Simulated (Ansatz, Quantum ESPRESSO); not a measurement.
# NbB2 (P6/mmm): electron–phonon coupling with Quantum ESPRESSO, part 2 of 2

Each step names its level of theory.

So far. Step 2 (Tight relaxation): The largest force is now zero by symmetry and the largest stress component 0.0084 GPa. Step 3 (Ground state with pw.x): With these potentials, mesh and smearing the cell is at -0.093 GPa. The relaxed cell has a = 3.092, c = 3.295 Å (conventional setting).

## 4. Second program, linear response: Fermi–Dirac smearing of 0.1 eV

Level of this step: DFT PBEsol, scalar-relativistic, plane waves, GBRV ultrasoft pseudopotentials (Quantum ESPRESSO).

ph.x gives each mode's frequency and linewidth; λ of a mode follows from Gaussian double-delta sums over the k mesh, here at four widths.

File ph.in:

```
phonons and couplings
&INPUTPH
  prefix          = 'x'
  outdir          = './tmp'
  tr2_ph          = 1.0d-15
  fildyn          = 'x.dyn'
  fildvscf        = 'dvscf'
  ldisp           = .true.
  nq1             = 3
  nq2             = 3
  nq3             = 2
  electron_phonon = 'simple'
  el_ph_ngauss    = 0
  el_ph_sigma     = 0.00734986
  el_ph_nsigma    = 4
  alpha_mix(1)    = 0.5
  amass(1)        = 92.9064
  amass(2)        = 10.81
/
```

Started as:

```bash
$ OMP_NUM_THREADS=1 mpirun -n 8 ph.x -nk 8 -in ph.in > ph.x.log
```

What it wrote:

```text
[banner, memory and clock lines left out]
Program PHONON v.7.5

     ./tmp/x.save/

     IMPORTANT: XC functional enforced from input :
     Exchange-correlation= PBESOL
                           (   1   4  10   8   0   0   0)
     Any further DFT definition will be discarded
     Please, verify this is what you really want

     G-vector sticks info

     Reading collected, re-writing distributed wavefunctions in ./tmp/

     Dynamical matrices for ( 3, 3, 2)  uniform grid of q-points
     (   6 q-points):
       N         xq(1)         xq(2)         xq(3)
       1   0.000000000   0.000000000   0.000000000
       2   0.000000000   0.000000000  -0.469218092
       3   0.000000000   0.384900179   0.000000000
       4   0.000000000   0.384900179  -0.469218092
       5   0.333333333   0.577350269   0.000000000
       6   0.333333333   0.577350269  -0.469218092

     Number and degeneracy of irreps per q-point
       N         xq(1)         xq(2)         xq(3)   N irreps
       1   0.000000000   0.000000000   0.000000000       6
        1   2   1   1   2   2
       2   0.000000000   0.000000000  -0.469218092       6
        1   2   1   1   2   2
       3   0.000000000   0.384900179   0.000000000       9
     No degeneracy
       4   0.000000000   0.384900179  -0.469218092       9
     No degeneracy
       5   0.333333333   0.577350269   0.000000000       6
        1   1   2   2   1   2
       6   0.333333333   0.577350269  -0.469218092       6
        2   2   1   1   1   2

     Saving dvscf to file. Distribute only q points, not irreducible representations.

     Calculation of q =    0.0000000   0.0000000   0.0000000

     phonons and couplings

     bravais-lattice index     =            4
     lattice parameter (alat)  =       5.8438  a.u.
     unit-cell volume          =     184.1675 (a.u.)^3
     number of atoms/cell      =            3
     number of atomic types    =            2
     kinetic-energy cut-off    =      52.0000  Ry
     charge density cut-off    =     416.0000  Ry
     convergence threshold     =      1.0E-15
     beta                      =       0.5000
     number of iterations used =            4
     Exchange-correlation= PBESOL
                           (   1   4  10   8   0   0   0)

     celldm(1)=    5.84380  celldm(2)=    0.00000  celldm(3)=    1.06560
     celldm(4)=    0.00000  celldm(5)=    0.00000  celldm(6)=    0.00000

     crystal axes: (cart. coord. in units of alat)
               a(1) = (  1.0000  0.0000  0.0000 )
               a(2) = ( -0.5000  0.8660  0.0000 )
               a(3) = (  0.0000  0.0000  1.0656 )

     reciprocal axes: (cart. coord. in units 2 pi/alat)
               b(1) = (  1.0000  0.5774 -0.0000 )
               b(2) = (  0.0000  1.1547  0.0000 )
               b(3) = (  0.0000 -0.0000  0.9384 )

     Atoms inside the unit cell:

     Cartesian axes

     site n.  atom      mass           positions (alat units)
        1  Nb     92.9064   tau(    1) = (    0.00000    0.00000    0.00000  )
        2  B      10.8100   tau(    2) = (   -0.00000    0.57735    0.53280  )
        3  B      10.8100   tau(    3) = (    0.50000    0.28868    0.53280  )

     Computing dynamical matrix for
                    q = (   0.0000000   0.0000000   0.0000000 )

     25 Sym.Ops. (with q -> -q+G )

     G cutoff =  359.8529  (  26363 G-vectors)     FFT grid: ( 40, 40, 45)
     G cutoff =  179.9264  (   9407 G-vectors)  smooth grid: ( 27, 27, 30)

     number of k points=   114  Fermi-Dirac smearing, width (Ry)=  0.0073

     PseudoPot. # 1 for Nb read from file:
     ./pseudo/Nb.upf
     Pseudo is Ultrasoft + core correction, Zval = 13.0
     Using radial grid of  887 points,  6 beta functions with:
                l(1) =   0
                l(2) =   0
                l(3) =   1
                l(4) =   1
                l(5) =   2
                l(6) =   2
     Q(r) pseudized with  6 coefficients,  rinner =    1.000   1.000   1.000
                                                       1.000   1.000

     PseudoPot. # 2 for B  read from file:
     ./pseudo/B.upf
     Pseudo is Ultrasoft + core correction, Zval =  3.0
     Using radial grid of  781 points,  4 beta functions with:
                l(1) =   0
                l(2) =   0
                l(3) =   1
                l(4) =   1
     Q(r) pseudized with  8 coefficients,  rinner =    1.100   1.100   1.100

     Mode symmetry, D_6h(6/mmm) point group:

     Atomic displacements:
     There are    6 irreducible representations

     Representation     1      1 modes -  To be done

     Representation     2      2 modes -  To be done

     Representation     3      1 modes -  To be done

     Representation     4      1 modes -  To be done

     Representation     5      2 modes -  To be done

     Representation     6      2 modes -  To be done

     Alpha used in Ewald sum =   2.8000

     Representation #   1 mode #   1

     Self-consistent Calculation

     Pert. #  1: Fermi energy shift (Ry) =     0.0000E+00     0.0000E+00

      thresh= 1.000E-02 alpha_mix =  0.500 |ddv_scf|^2 =  8.241E-08

     Pert. #  1: Fermi energy shift (Ry) =     0.0000E+00    -1.5306E-41

      thresh= 2.871E-05 alpha_mix =  0.500 |ddv_scf|^2 =  1.734E-08

     Pert. #  1: Fermi energy shift (Ry) =     0.0000E+00     0.0000E+00

      thresh= 1.317E-05 alpha_mix =  0.500 |ddv_scf|^2 =  3.567E-10

     Pert. #  1: Fermi energy shift (Ry) =     5.7824E-19     0.0000E+00

      thresh= 1.889E-06 alpha_mix =  0.500 |ddv_scf|^2 =  2.497E-13

     Pert. #  1: Fermi energy shift (Ry) =     0.0000E+00     0.0000E+00

      thresh= 4.997E-08 alpha_mix =  0.500 |ddv_scf|^2 =  4.107E-14

     Pert. #  1: Fermi energy shift (Ry) =    -5.7824E-19     0.0000E+00

      thresh= 2.027E-08 alpha_mix =  0.500 |ddv_scf|^2 =  6.414E-18

     End of self-consistent calculation

     Convergence has been achieved

     Representation #   2 modes #   2   3

     Self-consistent Calculation

     Pert. #  1: Fermi energy shift (Ry) =    -8.6736E-19    -1.9132E-42
     Pert. #  2: Fermi energy shift (Ry) =    -1.3010E-18     0.0000E+00

      thresh= 1.000E-02 alpha_mix =  0.500 |ddv_scf|^2 =  1.337E-07

     Pert. #  1: Fermi energy shift (Ry) =     2.8912E-19     0.0000E+00
     Pert. #  2: Fermi energy shift (Ry) =     5.0596E-19    -4.7831E-42

      thresh= 3.656E-05 alpha_mix =  0.500 |ddv_scf|^2 =  7.831E-09

     Pert. #  1: Fermi energy shift (Ry) =     0.0000E+00     1.1958E-43
     Pert. #  2: Fermi energy shift (Ry) =     7.2280E-20    -2.2421E-43

      thresh= 8.849E-06 alpha_mix =  0.500 |ddv_scf|^2 =  5.476E-10

     Pert. #  1: Fermi energy shift (Ry) =    -1.1565E-18    -8.9683E-44
[...]
2        B      tau(   2) = (  -0.0000000   0.5773503   0.5328013  )
         3        B      tau(   3) = (   0.5000000   0.2886751   0.5328013  )

     number of k points=   372  Fermi-Dirac smearing, width (Ry)=  0.0073

     Number of k-points >= 100: set verbosity='high' to print them.

     Dense  grid:    26363 G-vectors     FFT dimensions: (  40,  40,  45)

     Smooth grid:     9407 G-vectors     FFT dimensions: (  27,  27,  30)

     The potential is recalculated from file :
     ./tmp/_ph0/x.q_6/x.save/charge-density

     Starting wfcs are   21 atomic wfcs

     Band Structure Calculation
     Davidson diagonalization with overlap

     ethr =  5.26E-11,  avg # of iterations = 12.9

     End of band structure calculation

     Number of k-points >= 100: set verbosity='high' to print the bands.

     the Fermi energy is    18.7645 ev

     Writing config to output data dir ./tmp/_ph0/x.q_6/x.save/ :
     XML data file

     phonons and couplings

     bravais-lattice index     =            4
     lattice parameter (alat)  =       5.8438  a.u.
     unit-cell volume          =     184.1675 (a.u.)^3
     number of atoms/cell      =            3
     number of atomic types    =            2
     kinetic-energy cut-off    =      52.0000  Ry
     charge density cut-off    =     416.0000  Ry
     convergence threshold     =      1.0E-15
     beta                      =       0.5000
     number of iterations used =            4
     Exchange-correlation= PBESOL
                           (   1   4  10   8   0   0   0)

     celldm(1)=    5.84380  celldm(2)=    0.00000  celldm(3)=    1.06560
     celldm(4)=    0.00000  celldm(5)=    0.00000  celldm(6)=    0.00000

     crystal axes: (cart. coord. in units of alat)
               a(1) = (  1.0000  0.0000  0.0000 )
               a(2) = ( -0.5000  0.8660  0.0000 )
               a(3) = (  0.0000  0.0000  1.0656 )

     reciprocal axes: (cart. coord. in units 2 pi/alat)
               b(1) = (  1.0000  0.5774 -0.0000 )
               b(2) = (  0.0000  1.1547  0.0000 )
               b(3) = (  0.0000 -0.0000  0.9384 )

     Atoms inside the unit cell:

     Cartesian axes

     site n.  atom      mass           positions (alat units)
        1  Nb     92.9064   tau(    1) = (    0.00000    0.00000    0.00000  )
        2  B      10.8100   tau(    2) = (   -0.00000    0.57735    0.53280  )
        3  B      10.8100   tau(    3) = (    0.50000    0.28868    0.53280  )

     Computing dynamical matrix for
                    q = (   0.3333333   0.5773503  -0.4692181 )

     12 Sym.Ops. (no q -> -q+G )

     G cutoff =  359.8529  (  26363 G-vectors)     FFT grid: ( 40, 40, 45)
     G cutoff =  179.9264  (   9407 G-vectors)  smooth grid: ( 27, 27, 30)

     number of k points=   372  Fermi-Dirac smearing, width (Ry)=  0.0073

     PseudoPot. # 1 for Nb read from file:
     ./pseudo/Nb.upf
     Pseudo is Ultrasoft + core correction, Zval = 13.0
     Using radial grid of  887 points,  6 beta functions with:
[...]
l(3) =   1
                l(4) =   1
                l(5) =   2
                l(6) =   2
     Q(r) pseudized with  6 coefficients,  rinner =    1.000   1.000   1.000
                                                       1.000   1.000

     PseudoPot. # 2 for B  read from file:
     ./pseudo/B.upf
     Pseudo is Ultrasoft + core correction, Zval =  3.0
     Using radial grid of  781 points,  4 beta functions with:
                l(1) =   0
                l(2) =   0
                l(3) =   1
                l(4) =   1
     Q(r) pseudized with  8 coefficients,  rinner =    1.100   1.100   1.100

     Mode symmetry, D_3h (-62m) point group:

     Atomic displacements:
     There are    6 irreducible representations

     Representation     1      2 modes -  To be done

     Representation     2      2 modes -  To be done

     Representation     3      1 modes -  To be done

     Representation     4      1 modes -  To be done

     Representation     5      1 modes -  To be done

     Representation     6      2 modes -  To be done

     Alpha used in Ewald sum =   2.8000

     Representation #   1 modes #   1   2

     Self-consistent Calculation

[...]
End of self-consistent calculation

     Convergence has been achieved

     Representation #   2 modes #   3   4

     Self-consistent Calculation

[...]
End of self-consistent calculation

     Convergence has been achieved

     Representation #   3 mode #   5

     Self-consistent Calculation

[...]
End of self-consistent calculation

     Convergence has been achieved

     Representation #   4 mode #   6

     Self-consistent Calculation

[...]
End of self-consistent calculation

     Convergence has been achieved

     Representation #   5 mode #   7

     Self-consistent Calculation

[...]
thresh= 3.995E-09 alpha_mix =  0.500 |ddv_scf|^2 =  2.706E-17

     End of self-consistent calculation

     Convergence has been achieved

     Representation #   6 modes #   8   9

     Self-consistent Calculation

      thresh= 1.000E-02 alpha_mix =  0.500 |ddv_scf|^2 =  1.145E-06

      thresh= 1.070E-04 alpha_mix =  0.500 |ddv_scf|^2 =  2.853E-07

      thresh= 5.341E-05 alpha_mix =  0.500 |ddv_scf|^2 =  2.096E-09

      thresh= 4.578E-06 alpha_mix =  0.500 |ddv_scf|^2 =  7.248E-11

      thresh= 8.514E-07 alpha_mix =  0.500 |ddv_scf|^2 =  2.887E-13

      thresh= 5.373E-08 alpha_mix =  0.500 |ddv_scf|^2 =  1.783E-14

      thresh= 1.335E-08 alpha_mix =  0.500 |ddv_scf|^2 =  5.181E-16

     End of self-consistent calculation

     Convergence has been achieved

     Number of q in the star =    2
     List of q in the star:
          1   0.333333333   0.577350269  -0.469218092
          2  -0.333333333  -0.577350269   0.469218092

     Diagonalizing the dynamical matrix

     q = (    0.333333333   0.577350269  -0.469218092 )

 **************************************************************************
[...]
freq (    2) =       6.881634 [THz] =     229.546605 [cm-1]
     freq (    3) =       6.881634 [THz] =     229.546605 [cm-1]
     freq (    4) =      17.142922 [THz] =     571.826332 [cm-1]
     freq (    5) =      17.142922 [THz] =     571.826332 [cm-1]
     freq (    6) =      18.112929 [THz] =     604.182265 [cm-1]
     freq (    7) =      20.069746 [THz] =     669.454652 [cm-1]
     freq (    8) =      20.069746 [THz] =     669.454653 [cm-1]
     freq (    9) =      23.156999 [THz] =     772.434348 [cm-1]
 **************************************************************************

     Mode symmetry, D_3h (-62m) point group:

     freq (   1-   1) =        149.4  [cm-1]   --> A''2
     freq (   2-   3) =        229.5  [cm-1]   --> E'
     freq (   4-   5) =        571.8  [cm-1]   --> E'
     freq (   6-   6) =        604.2  [cm-1]   --> A''1
     freq (   7-   8) =        669.5  [cm-1]   --> E''
     freq (   9-   9) =        772.4  [cm-1]   --> A''2

     Gaussian Broadening:   0.007 Ry, ngauss=   0
     DOS =  8.373042 states/spin/Ry/Unit Cell at Ef= 18.781225 eV
     double delta at Ef =434.277862
[...]
Gaussian Broadening:   0.015 Ry, ngauss=   0
     DOS =  6.515321 states/spin/Ry/Unit Cell at Ef= 18.766790 eV
     double delta at Ef =154.233112
[...]
Gaussian Broadening:   0.022 Ry, ngauss=   0
     DOS =  6.306527 states/spin/Ry/Unit Cell at Ef= 18.761288 eV
     double delta at Ef = 98.755906
[...]
Gaussian Broadening:   0.029 Ry, ngauss=   0
     DOS =  6.362488 states/spin/Ry/Unit Cell at Ef= 18.753398 eV
     double delta at Ef = 86.994009
[...]
lambda(    2)=  0.1839   gamma=   52.90 GHz
     lambda(    3)=  0.1839   gamma=   52.90 GHz
     lambda(    4)=  0.0122   gamma=   21.78 GHz
     lambda(    5)=  0.0122   gamma=   21.78 GHz
     lambda(    6)=  0.0038   gamma=    7.52 GHz
     lambda(    7)=  0.0506   gamma=  123.91 GHz
     lambda(    8)=  0.0506   gamma=  123.91 GHz
     lambda(    9)=  0.0425   gamma=  138.42 GHz
```

The job ended after 24 min (8 MPI ranks of Arm Neoverse V1, shared host; 3.2 h of CPU time).

This step gave:

```yaml
highest_frequency_solved_or_plainly_interpolated: 829.2 cm⁻¹
omega_log_against_width: 27.75, 28.31, 29.27, 29.78 meV, at widths 0.1 to 0.4 eV
```

As ph.x prints them, no sum rule imposed; at the zone centre the sum is no linewidth. Double-delta sums, the first 40 of 54 rows:

```tsv
q1	q2	q3	star	mode	omega (meV)	lambda_q, sigma 0.1 eV	lambda_q, sigma 0.2 eV	lambda_q, sigma 0.3 eV	lambda_q, sigma 0.4 eV	half width at sigma 0.2 (meV)
0	0	0	1	1	-0.8718	0	0	0	0	1.24e-4
0	0	0	1	2	-0.4581	0	0	0	0	1.24e-4
0	0	0	1	3	-0.4581	0	0	0	0	1.24e-4
0	0	0	1	4	53.51	0.1406	0.1092	0.0881	0.0732	0.4704
0	0	0	1	5	53.51	0.1406	0.1092	0.0881	0.0732	0.4704
0	0	0	1	6	60.61	0	0.0039	0.0077	0.0088	0.02142
0	0	0	1	7	67.95	0.8253	0.3415	0.2052	0.1433	2.373
0	0	0	1	8	101.2	0.4676	0.2442	0.1763	0.1377	3.763
0	0	0	1	9	101.2	0.4676	0.2442	0.1763	0.1377	3.763
0	0	0.5	1	1	21.54	0.3867	0.2081	0.1753	0.1761	0.1453
0	0	0.5	1	2	21.54	0.3867	0.2081	0.1753	0.1761	0.1453
0	0	0.5	1	3	26.25	0.3075	0.3751	0.2917	0.2371	0.3888
0	0	0.5	1	4	53.18	0.0298	0.028	0.023	0.0209	0.1192
0	0	0.5	1	5	53.18	0.0298	0.028	0.023	0.0209	0.1192
0	0	0.5	1	6	69.29	0.1076	0.1099	0.0755	0.0512	0.7939
0	0	0.5	1	7	69.84	0.0011	0.0041	0.0052	0.0077	0.02986
0	0	0.5	1	8	98.27	0.0143	0.023	0.02	0.0183	0.3347
0	0	0.5	1	9	98.27	0.0143	0.023	0.02	0.0183	0.3347
0	0.3333	0	6	1	22.53	0.1392	0.0805	0.0804	0.1025	0.0615
0	0.3333	0	6	2	23.34	0.3037	0.1265	0.0869	0.0784	0.1037
0	0.3333	0	6	3	29.36	0.1594	0.1089	0.1004	0.0993	0.1412
0	0.3333	0	6	4	61.07	0.0484	0.0199	0.0144	0.0155	0.1115
0	0.3333	0	6	5	62.26	0.0805	0.0644	0.0543	0.0544	0.3757
0	0.3333	0	6	6	65.38	0.001	0.0092	0.0178	0.0272	0.05885
0	0.3333	0	6	7	76.99	0.0907	0.0463	0.033	0.0294	0.4125
0	0.3333	0	6	8	96.51	0.1176	0.0442	0.0264	0.0211	0.6194
0	0.3333	0	6	9	98.29	0.0643	0.0446	0.0375	0.0377	0.6478
0	0.3333	0.5	6	1	20.87	0.1996	0.4407	0.4196	0.4053	0.2887
0	0.3333	0.5	6	2	23.38	0.2345	0.1547	0.178	0.2049	0.1273
0	0.3333	0.5	6	3	27.54	0.0274	0.0575	0.056	0.0532	0.06555
0	0.3333	0.5	6	4	59.19	0.0134	0.0217	0.0216	0.0221	0.1142
0	0.3333	0.5	6	5	65.05	0.0028	0.0214	0.0347	0.0423	0.1365
0	0.3333	0.5	6	6	70.95	0.0366	0.0469	0.0423	0.0384	0.355
0	0.3333	0.5	6	7	74.72	0.0184	0.0226	0.0247	0.0241	0.1902
0	0.3333	0.5	6	8	97.89	0.0053	0.0205	0.0289	0.0311	0.2952
0	0.3333	0.5	6	9	98.53	0.0107	0.015	0.0147	0.0139	0.2184
0.3333	0.3333	0	2	1	25.2	0.083	0.047	0.0728	0.1015	0.04487
0.3333	0.3333	0	2	2	28.86	0.6726	0.3073	0.1968	0.1495	0.3849
0.3333	0.3333	0	2	3	28.86	0.6726	0.3073	0.1968	0.1495	0.3849
0.3333	0.3333	0	2	4	59.97	0.2704	0.1787	0.1198	0.0946	0.9671
```

Mean over the q mesh without its centre; few wavevectors enter, so none of the widths can be taken as converged. The coupling constant λ, lambda by Gaussian width:

```tsv
Gaussian width (eV)	coupling constant λ, lambda
0.100	1.85
0.200	1.13
0.300	0.858
0.400	0.783
```

λ runs from 1.85 at 0.1 eV to 0.783 at 0.4 eV.

## 5. What came out

| Quantity | Value |
| --- | --- |
| phonon run of the rows without a label of their own | PBEsol, q 3×3×2, k 12×12×10 |
| coupling λ by Gaussian sums at 0.2 eV, Quantum ESPRESSO, GBRV, cutoff 707 eV, q 3×3×2, k 12×12×10 | 1.13 |

In words: Under gradient-corrected functionals ph.x can misplace modes where the density is low; no frozen-phonon run checks these frequencies. In the last run that gave them, λ from the Gaussian sums still varies by a factor of 2.4 between widths of 0.1 and 0.4 eV; these sums hold few wavevectors and leave out the zone centre.

[Logs are printed without paths, hosts, clocks, repeated set-up lines and the standing remarks that a program may print on its own settings, such as how far it seeks lower states.]

[Hosts, paths, dates, database ids (printed as entryN), source tags and the programs' standing remarks are cut or masked in the printed files.]
